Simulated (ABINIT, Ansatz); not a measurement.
# MgSiSe3 (Pm-3m): zone-centre phonons, part 2 of 5

Which modes does MgSiSe3 (Pm-3m) have at the zone centre?

ABINIT 10.8.3; DFT LDA, scalar-relativistic, plane waves, HGH norm-conserving pseudopotentials.

So far. Step 2 (Relaxation): Little changed from the start: no atom moved by 0.005 Å and no cell edge by 0.1 %. The relaxed cell has a = 4.759 Å (conventional setting).

The structure was built from a prototype and need not be the compound's stable phase.

**4. Zone-centre response**

At q = 0 one unit cell holds all displacements. The response is solved for single atoms along the cell's directions, and symmetry skips those that follow from others. The crystal is treated as a metal, which screens a static field, so no field response is asked.

dfpt_gamma.abi reads:

```

# common to the responses
getwfk_filepath "gso_WFK"
kptopt 2
nqpt 1
qpt 0.0 0.0 0.0
asr 0
chneut 0

# displacements
rfphon 1
rfatpol 1 5
rfdir 1 1 1
tolvrs 1.0d-10
prtwf 0

# basis, mesh and filling
ecut 30.0
ixc 7
ngkpt 6 6 6
nshiftk 1
shiftk 0.0 0.0 0.0
istwfk *1
occopt 6
tsmear 0.01
nband 19
nstep 100
diemac 1000000.0
prtebands 0
prtgsr 0

# cell and atoms
acell 8.992993831 8.992993831 8.992993831
rprim 
    1.0 0.0 0.0
    0.0 1.0 0.0
    0.0 0.0 1.0
ntypat 3
znucl 12 14 34
natom 5
typat 1 2 3 3 3
xred 
    0.0 0.0 0.0
    0.5 0.5 0.5
    0.5 0.5 0.0
    0.5 0.0 0.5
    0.0 0.5 0.5
pp_dirpath "./pseudo"
pseudos "Mg.hgh, Si.hgh, Se.hgh"
```

The run is started by

```
OMP_NUM_THREADS=1 mpirun -n 4 abinit dfpt_gamma.abi > dfpt_gamma.log
```

Numbers of over 12 decimals in the logs are rounded to 6 here.

dfpt_gamma.abo, the main output file:

```text
[banners, grids, parts of the stress and lines that vanish by symmetry left out]
- input  file    -> dfpt_gamma.abi
- output file    -> dfpt_gamma.abo
- root for input  files -> dfpt_gammai
- root for output files -> dfpt_gammao

 Symmetries : space group Pm -3 m (#221); Bravais cP (primitive cubic)
================================================================================
 Values of the parameters that define the memory need of the present run (RF).
     intxc =       0      iscf =       7    lmnmax =       6     lnmax =       6
     mgfft =      48  mpssoang =       3    mqgrid =    3001     natom =       5
  nloc_mem =       1    nspden =       1   nspinor =       1    nsppol =       1
      nsym =      48    n1xccc =       0    ntypat =       3    occopt =       6
   xclevel =       1
-    mband =          19        mffmem =           1         mkmem =          28
-   mkqmem =          28        mk1mem =          28           mpw =        5832
      nfft =      110592          nkpt =         112
- my_mband =          19
================================================================================
================================================================================

--------------------------------------------------------------------------------
------------- Echo of variables that govern the present computation ------------
--------------------------------------------------------------------------------
-
- outvars: echo of selected default values
-   iomode0 =  0 , fftalg0 =312 , wfoptalg0 =  0
-
- outvars: echo of global parameters not present in the input file
-  max_nthreads =    1
-
 -outvars: echo values of preprocessed input variables
 [... echo left out ...]
================================================================================

 chkinp: Checking input parameters for consistency.

[...]
== DATASET  1 ==================================================================
-   mpi_nproc: 4, omp_nthreads: 1 (-1 if OMP is not activated)

--- !DatasetInfo
iteration_state: {dtset: 1, }
dimensions: {natom: 5, nkpt: 112, mband: 19, nsppol: 1, nspinor: 1, nspden: 1, mpw: 5832, }
cutoff_energies: {ecut:  30.0, pawecutdg:  -1.0, }
electrons: {nelect:   2.40000000E+01, charge:   0.00000000E+00, occopt:   6.00000000E+00, tsmear:   1.00000000E-02, }
meta: {optdriver: 1, rfphon: 1, }
...

 mkfilename: getwfk from: gso_WFK

 Exchange-correlation functional for the present dataset will be:
  LDA: Perdew-Wang 92 LSD fit to Ceperley-Alder data - ixc=7
 Citation for XC functional:
  J.P.Perdew and Y.Wang, PRB 45, 13244 (1992)

 Real(R)+Recip(G) space primitive vectors, cartesian coordinates (Bohr,Bohr^-1):
 R(1)=  8.9929938  0.0000000  0.0000000  G(1)=  0.1111977  0.0000000  0.0000000
 R(2)=  0.0000000  8.9929938  0.0000000  G(2)=  0.0000000  0.1111977  0.0000000
 R(3)=  0.0000000  0.0000000  8.9929938  G(3)=  0.0000000  0.0000000  0.1111977
 Unit cell volume ucvol=  7.2729883E+02 bohr^3
 Angles (23,13,12)=  9.00000000E+01  9.00000000E+01  9.00000000E+01 degrees
 setup1 : take into account q-point for computing boxcut.

 getcut: wavevector=  0.0000  0.0000  0.0000  ngfft=  48  48  48
         ecut(hartree)=     30.000   => boxcut(ratio)=   2.16477

--- Pseudopotential description ------------------------------------------------
- pspini: atom type   1  psp file is ./pseudo/Mg.hgh

- pspini: atom type   2  psp file is ./pseudo/Si.hgh

- pspini: atom type   3  psp file is ./pseudo/Se.hgh

   4.14872787E+02                                ecore*ucvol(ha*bohr**3)
--------------------------------------------------------------------------------

 ==>  initialize data related to q vector <==

 The list of irreducible perturbations for this q vector is:
    1)    idir= 1    ipert=   1
    2)    idir= 1    ipert=   2
    3)    idir= 1    ipert=   3
    4)    idir= 3    ipert=   3

[...]
The perturbation idir=   2  ipert=   1 is
 symmetric of a previously calculated perturbation.
 So, its SCF calculation is not needed.

 The perturbation idir=   3  ipert=   1 is
 symmetric of a previously calculated perturbation.
 So, its SCF calculation is not needed.

 The perturbation idir=   2  ipert=   2 is
 symmetric of a previously calculated perturbation.
 So, its SCF calculation is not needed.

 The perturbation idir=   3  ipert=   2 is
 symmetric of a previously calculated perturbation.
 So, its SCF calculation is not needed.

[...]
The perturbation idir=   2  ipert=   5 is
 symmetric of a previously calculated perturbation.
 So, its SCF calculation is not needed.

 The perturbation idir=   3  ipert=   5 is
 symmetric of a previously calculated perturbation.
 So, its SCF calculation is not needed.

--------------------------------------------------------------------------------
 Perturbation wavevector (in red.coord.)   0.000000  0.000000  0.000000
 Perturbation : displacement of atom   1   along direction   1
 Found     8 symmetries that leave the perturbation invariant.

[...]
dfpt_looppert : total number of electrons, from k and k+q
  fully or partially occupied states are    2.400000E+01 and    2.400000E+01.
 Initialisation of the first-order wave-functions :
  ireadwf=   0

--- !BeginCycle
iteration_state: {dtset: 1, }
solver: {iscf: 7, nstep: 100, nline: 4, wfoptalg: 0, }
tolerances: {tolvrs: 1.00E-10, }
...

     iter   2DEtotal(Ha)        deltaE(Ha) residm    vres2
-ETOT  1   3.757846     -5.013E+00 1.326E-01 2.573E+04
 ETOT  2  -1.049140     -4.807E+00 1.311E-02 3.335E+02
 ETOT  3  -1.136926     -8.779E-02 1.743E-03 9.534E+01
 ETOT  4  -1.153766     -1.684E-02 1.026E-04 7.970E-01
 ETOT  5  -1.153940     -1.746E-04 7.590E-05 9.478E-03
[...]
At SCF step   11       vres2   =  3.02E-12 < tolvrs=  1.00E-10 =>converged.
[...]
Mean square residual over all n,k,spin=   48.022E-11; max=  32.653E-08

 Thirteen components of 2nd-order total energy (hartree) are
 1,2,3: 0th-order hamiltonian combined with 1st-order wavefunctions
     kin0=   1.01226908E+01 eigvalue=  -6.70943129E-01  local=  -5.84385279E+00
 4,5,6: 1st-order hamiltonian combined with 1st and 0th-order wfs
 loc psp =  -1.14921886E-01  Hartree=   2.27325109E+00     xc=  -1.03541308E+00
 note that "loc psp" includes a xc core correction that could be resolved
 7,8,9: eventually, occupation + non-local contributions
    edocc=   1.00332832E+00     enl0=   4.07586912E+00   enl1=  -1.97349387E+01
 1-9 gives the relaxation energy (to be shifted if some occ is /=2.0)
   erelax=  -9.92493027E+00
 10,11,12 Non-relaxation  contributions : frozen-wavefunctions and Ewald
 fr.local=  -2.45043183E+01 fr.nonlo=   1.27808219E+01  Ewald=   2.04944841E+01
 13,14 Frozen wf xc core corrections (1) and (2)
 frxc 1  =   0.00000000E+00  frxc 2 =   0.00000000E+00
 Resulting in :
 2DEtotal=   -0.1153942536E+01 Ha. Also 2DEtotal=   -0.314003760480E+02 eV
    (2DErelax=   -9.9249302673E+00 Ha. 2DEnonrelax=    8.7709877315E+00 Ha)
    (  non-var. 2DEtotal :   -1.1539425770E+00 Ha)

[...]
Perturbation wavevector (in red.coord.)   0.000000  0.000000  0.000000
 Perturbation : displacement of atom   2   along direction   1
 Found     8 symmetries that leave the perturbation invariant.

[...]
dfpt_looppert : total number of electrons, from k and k+q
  fully or partially occupied states are    2.400000E+01 and    2.400000E+01.
 Initialisation of the first-order wave-functions :
  ireadwf=   0

--- !BeginCycle
iteration_state: {dtset: 1, }
solver: {iscf: 7, nstep: 100, nline: 4, wfoptalg: 0, }
tolerances: {tolvrs: 1.00E-10, }
...

     iter   2DEtotal(Ha)        deltaE(Ha) residm    vres2
-ETOT  1   113.92543714492     -2.156E+01 8.373E-01 4.857E+05
[...]
At SCF step   11       vres2   =  7.67E-11 < tolvrs=  1.00E-10 =>converged.
[...]
Mean square residual over all n,k,spin=   48.831E-10; max=  33.202E-07

 Thirteen components of 2nd-order total energy (hartree) are
 1,2,3: 0th-order hamiltonian combined with 1st-order wavefunctions
     kin0=   1.49081030E+02 eigvalue=  -1.29266604E+00  local=  -1.32474561E+02
 4,5,6: 1st-order hamiltonian combined with 1st and 0th-order wfs
 loc psp =   4.46250327E+01  Hartree=   3.60000801E+01     xc=  -1.12504440E+01
 note that "loc psp" includes a xc core correction that could be resolved
 7,8,9: eventually, occupation + non-local contributions
    edocc=   8.95014164E+00     enl0=   8.39857406E+01   enl1=  -3.10623675E+02
 1-9 gives the relaxation energy (to be shifted if some occ is /=2.0)
   erelax=  -1.32999321E+02
 10,11,12 Non-relaxation  contributions : frozen-wavefunctions and Ewald
 fr.local=  -6.96507882E+01 fr.nonlo=   1.67870355E+02  Ewald=   3.72626983E+01
 13,14 Frozen wf xc core corrections (1) and (2)
 frxc 1  =   0.00000000E+00  frxc 2 =   0.00000000E+00
 Resulting in :
 2DEtotal=    0.2482944228E+01 Ha. Also 2DEtotal=    0.675643544052E+02 eV
    (2DErelax=   -1.3299932103E+02 Ha. 2DEnonrelax=    1.3548226526E+02 Ha)
    (  non-var. 2DEtotal :    2.4829442202E+00 Ha)

[...]
Perturbation wavevector (in red.coord.)   0.000000  0.000000  0.000000
 Perturbation : displacement of atom   3   along direction   1
 Found     4 symmetries that leave the perturbation invariant.

[...]
dfpt_looppert : total number of electrons, from k and k+q
  fully or partially occupied states are    2.400000E+01 and    2.400000E+01.
 Initialisation of the first-order wave-functions :
  ireadwf=   0

--- !BeginCycle
iteration_state: {dtset: 1, }
solver: {iscf: 7, nstep: 100, nline: 4, wfoptalg: 0, }
tolerances: {tolvrs: 1.00E-10, }
...

     iter   2DEtotal(Ha)        deltaE(Ha) residm    vres2
-ETOT  1   253.80743975813     -2.266E+02 1.027E+00 1.138E+06
[...]
At SCF step   12       vres2   =  5.54E-11 < tolvrs=  1.00E-10 =>converged.
[...]
Mean square residual over all n,k,spin=   27.641E-09; max=  30.055E-06

 Thirteen components of 2nd-order total energy (hartree) are
 1,2,3: 0th-order hamiltonian combined with 1st-order wavefunctions
     kin0=   4.70932625E+02 eigvalue=  -6.78608254E+00  local=  -2.60625123E+02
 4,5,6: 1st-order hamiltonian combined with 1st and 0th-order wfs
 loc psp =  -2.35280804E+02  Hartree=   1.23388587E+02     xc=  -4.39357647E+01
 note that "loc psp" includes a xc core correction that could be resolved
 7,8,9: eventually, occupation + non-local contributions
    edocc=   2.20088105E+01     enl0=   1.78033428E+02   enl1=  -7.30752156E+02
 1-9 gives the relaxation energy (to be shifted if some occ is /=2.0)
   erelax=  -4.83016480E+02
 10,11,12 Non-relaxation  contributions : frozen-wavefunctions and Ewald
 fr.local=   1.11991553E+02 fr.nonlo=   3.69789523E+02  Ewald=  -1.40197180E+00
 13,14 Frozen wf xc core corrections (1) and (2)
 frxc 1  =   0.00000000E+00  frxc 2 =   0.00000000E+00
 Resulting in :
 2DEtotal=   -0.2637375441E+01 Ha. Also 2DEtotal=   -0.717666417919E+02 eV
    (2DErelax=   -4.8301647977E+02 Ha. 2DEnonrelax=    4.8037910433E+02 Ha)
    (  non-var. 2DEtotal :   -2.6373755798E+00 Ha)

[...]
Perturbation wavevector (in red.coord.)   0.000000  0.000000  0.000000
 Perturbation : displacement of atom   3   along direction   3
 Found     8 symmetries that leave the perturbation invariant.

--------------------------------------------------------------------------------

--------------------------------------------------------------------------------

 dfpt_looppert : total number of electrons, from k and k+q
  fully or partially occupied states are    2.400000E+01 and    2.400000E+01.
 Initialisation of the first-order wave-functions :
  ireadwf=   0

--- !BeginCycle
iteration_state: {dtset: 1, }
solver: {iscf: 7, nstep: 100, nline: 4, wfoptalg: 0, }
tolerances: {tolvrs: 1.00E-10, }
...

     iter   2DEtotal(Ha)        deltaE(Ha) residm    vres2
-ETOT  1   360.82109817541     -1.329E+02 1.168E+00 1.511E+06
[...]
ETOT 11   7.850681     -3.797E-11 5.245E-05 2.384E-10
 ETOT 12   7.850681      4.547E-12 7.114E-06 2.573E-11

 At SCF step   12       vres2   =  2.57E-11 < tolvrs=  1.00E-10 =>converged.
[...]
Mean square residual over all n,k,spin=   10.461E-09; max=  71.136E-07

 Thirteen components of 2nd-order total energy (hartree) are
 1,2,3: 0th-order hamiltonian combined with 1st-order wavefunctions
     kin0=   4.62838802E+02 eigvalue=  -2.07396962E+00  local=  -2.52579879E+02
 4,5,6: 1st-order hamiltonian combined with 1st and 0th-order wfs
 loc psp =  -2.32373455E+02  Hartree=   1.28901538E+02     xc=  -4.18583252E+01
 note that "loc psp" includes a xc core correction that could be resolved
 7,8,9: eventually, occupation + non-local contributions
    edocc=   2.96888939E+01     enl0=   1.60909957E+02   enl1=  -7.39280579E+02
 1-9 gives the relaxation energy (to be shifted if some occ is /=2.0)
   erelax=  -4.85827017E+02
 10,11,12 Non-relaxation  contributions : frozen-wavefunctions and Ewald
 fr.local=  -2.68396436E+01 fr.nonlo=   3.66799470E+02  Ewald=   1.53717872E+02
 13,14 Frozen wf xc core corrections (1) and (2)
 frxc 1  =   0.00000000E+00  frxc 2 =   0.00000000E+00
 Resulting in :
 2DEtotal=    0.7850680593E+01 Ha. Also 2DEtotal=    0.213627901901E+03 eV
    (2DErelax=   -4.8582701724E+02 Ha. 2DEnonrelax=    4.9367769783E+02 Ha)
    (  non-var. 2DEtotal :    7.8506807432E+00 Ha)

[...]
---- first-order wavefunction calculations are completed ----

 ==> Compute Derivative Database <==

 [... matrices left out ...]
  Phonon wavevector (reduced coordinates) :  0.00000  0.00000  0.00000
 Phonon energies in Hartree :
  -6.449874E-04 -6.449874E-04 -6.449874E-04 -6.432308E-04 -6.432308E-04
  -6.432308E-04 -2.467515E-04 -2.467515E-04 -2.467515E-04  6.402857E-06
   6.402857E-06  6.402858E-06  1.178777E-03  1.178777E-03  1.178777E-03
 Phonon frequencies in cm-1    :
- -1.415584E+02 -1.415584E+02 -1.415584E+02 -1.411728E+02 -1.411728E+02
- -1.411728E+02 -5.415569E+01 -5.415569E+01 -5.415569E+01  1.405265E+00
-  1.405265E+00  1.405265E+00  2.587117E+02  2.587117E+02  2.587117E+02

== END DATASET(S) ==============================================================
================================================================================

 -outvars: echo values of variables after computation
            acell      8.9929938310E+00  8.9929938310E+00  8.9929938310E+00 Bohr
           etotal      7.8506805927E+00
            fcart      0.0000000000E+00  0.0000000000E+00  0.0000000000E+00
           strten      0.0000000000E+00  0.0000000000E+00  0.0000000000E+00
================================================================================
```

Wall time 3.6 min (4 MPI ranks of Intel Xeon at 2.70GHz, shared host); 14 min of CPU time.

Read from the output:

```
largest acoustic frequency at the zone centre before the sum rule : 1.41 cm⁻¹
highest optical zone-centre mode (no LO-TO term)                  : 258.7 cm⁻¹
lowest optical zone-centre mode                                   : -141.6 cm⁻¹
```

The acoustic modes at Γ come out as far as 1.4 cm⁻¹ from zero, where they should vanish, a small numerical error. The lowest optical mode is imaginary, 142i cm⁻¹, an instability at this level and on this k mesh.

[end of part 2 of 5]

[Host names and launcher messages were left out of these logs when they were recorded.]

[Logs are printed without paths, hosts, clocks, repeated set-up lines and the standing remarks that a program may print on its own settings, such as how far it seeks lower states.]

[Hosts, paths, dates, database ids (printed as entryN), source tags and the programs' standing remarks are cut or masked in the printed files.]
